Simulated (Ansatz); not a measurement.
# Series on Li+ triflate in propylene carbonate and dimethoxyethane, by temperature

How do cells made at different temperatures differ in energy, pressure, forces, levels, charges and cost?

Computed with Ansatz 0.2.0: Kohn-Sham DFT, LDA, PAW (set soft_2). Every run is a single point, with the atoms held where the recipe put them (cutoff of the plane-wave runs 420 eV, gaussian smearing of 0.025 eV).

First member: 4 propylene carbonate, 6 dimethoxyethane, 2 Li+, 2 triflate placed at random, at 1.15 g/cm³; overlaps pushed apart, then 10 ps at 550 K with Joung-Cheatham ions (J. Phys. Chem. B 112, 9020 (2008)); MMFF94 bonds, angles, torsions, charges and radii (Halgren, J. Comput. Chem. 17, 490 (1996)) in harmonic and 12-6 forms; charges of ions scaled by 0.8. Snapshot after 30 ps at 290 K and fixed volume.

Last member: 4 propylene carbonate, 6 dimethoxyethane, 2 Li+, 2 triflate placed at random, at 0.991 g/cm³; overlaps pushed apart, then 10 ps at 550 K with Joung-Cheatham ions (J. Phys. Chem. B 112, 9020 (2008)); MMFF94 bonds, angles, torsions, charges and radii (Halgren, J. Comput. Chem. 17, 490 (1996)) in harmonic and 12-6 forms; charges of ions scaled by 0.8. Snapshot after 30 ps at 470 K and fixed volume.

The members:

```csv
temperature (K),reduced formula,atoms,valence electrons,k-mesh,basis,density (g/cm³)
290,LiH42C21SO15F3,166,492,1×1×1,plane waves,1.15
330,LiH42C21SO15F3,166,492,1×1×1,plane waves,1.12
370,LiH42C21SO15F3,166,492,1×1×1,plane waves,1.08
410,LiH42C21SO15F3,166,492,1×1×1,plane waves,1.04
470,LiH42C21SO15F3,166,492,1×1×1,plane waves,0.991
```

Each cell is one sample from a classical run, so sample-to-sample scatter enters every column; pressures lack the kinetic term, and hold the strain of bonds inside molecules, whose lengths the classical model set.

The input of the first member, without its atom lines; other members have their own cell and atoms, and may differ in mesh, basis and outputs:

```yaml
crystal:
  lattice:
    - [12.20435, 0.0, 0.0]
    - [0.0, 12.20435, 0.0]
    - [0.0, 0.0, 12.20435]
  atoms:
    [... 166 lines ...]
kpoints:
  mp_grid: { grid: [1, 1, 1] }
hamiltonian:
  xc: lda
scf:
  occupations: { method: gaussian, width: 0.025 }
output:
  forces: true
  stress: true
  populations: intrinsic
  dos:
    method: { smearing: { sigma: 0.1 } }
    de: 0.1
    projected: { site_lists: { C: [C], F: [F], H: [H], Li: [Li], O: [O] } }
  eigenvalues: true
  write_density: true
  write_potential: true
  volumetric_format: npy
```

Results; charges are mean intrinsic-atomic-orbital charges in e:

```csv
temperature (K),energy less the first member's (meV/atom),pressure (GPa),r.m.s. force (eV/Å),gap (eV),q(S),q(Li),q(C)
290,0.0,-1.11,0.985,3.96,+2.23,+0.73,-0.12
330,0.9,-1.05,0.913,3.82,+2.23,+0.75,-0.11
370,17.3,-0.925,1.12,3.88,+2.24,+0.75,-0.12
410,18.1,-1.27,1.07,3.98,+2.22,+0.76,-0.12
470,16.2,-0.942,1.05,3.94,+2.21,+0.75,-0.12
```

The gap is that between the highest filled and lowest empty Kohn-Sham level on the run's k-points, and local or semilocal functionals tend to put gaps under measured ones.

Cost on 8 threads of AMD EPYC 9R45, shared host:

```csv
temperature (K),atoms,basis,k-mesh,SCF cycles,time,host memory (GiB)
290,166,plane waves,1×1×1,12,8.2 s,2.4
330,166,plane waves,1×1×1,11,7.7 s,2.5
370,166,plane waves,1×1×1,11,7.7 s,2.5
410,166,plane waves,1×1×1,12,8.2 s,2.6
470,166,plane waves,1×1×1,12,9.1 s,2.7
```

Times include the outputs that each run asked for, on hosts shared with other jobs.

What the series shows: The energy against the first member is lowest at 290 K (0.0 meV/atom) and highest at 410 K (18.1 meV/atom); each member is a single configuration. The gap is lowest at 330 K (3.82 eV) and highest at 410 K (3.98 eV), with no steady trend; in single samples it varies with the configuration. The mean charge on S is lowest at 470 K (+2.21 e) and highest at 370 K (+2.24 e). The density spans 0.991 to 1.15 g/cm³, so the columns mix its effect with that of the temperature. The pressure is lowest at 410 K (-1.3 GPa) and highest at 370 K (-0.92 GPa), with no steady trend; the recipes set unlike densities, and the bond lengths of the classical model enter the pressure too.

**Limits.** The network of contacts between molecules at the start is that of the classical potential that made the cell, and needn't be the one that DFT or experiment would give. The cells aren't relaxed by DFT, which could reorder their energies. The functional has no dispersion term, which matters between molecules.

[Logs are printed without paths, hosts, clocks, repeated set-up lines and the standing remarks that a program may print on its own settings, such as how far it seeks lower states.]

[Hosts, paths, dates, database ids (printed as entryN), source tags and the programs' standing remarks are cut or masked in the printed files.]

[The MMFF94 radii named for the starting cell were scaled by 0.96; in molecules described by MMFF94, hydrogen bound to N, O or S took a small fixed 12-6 site in their place.]
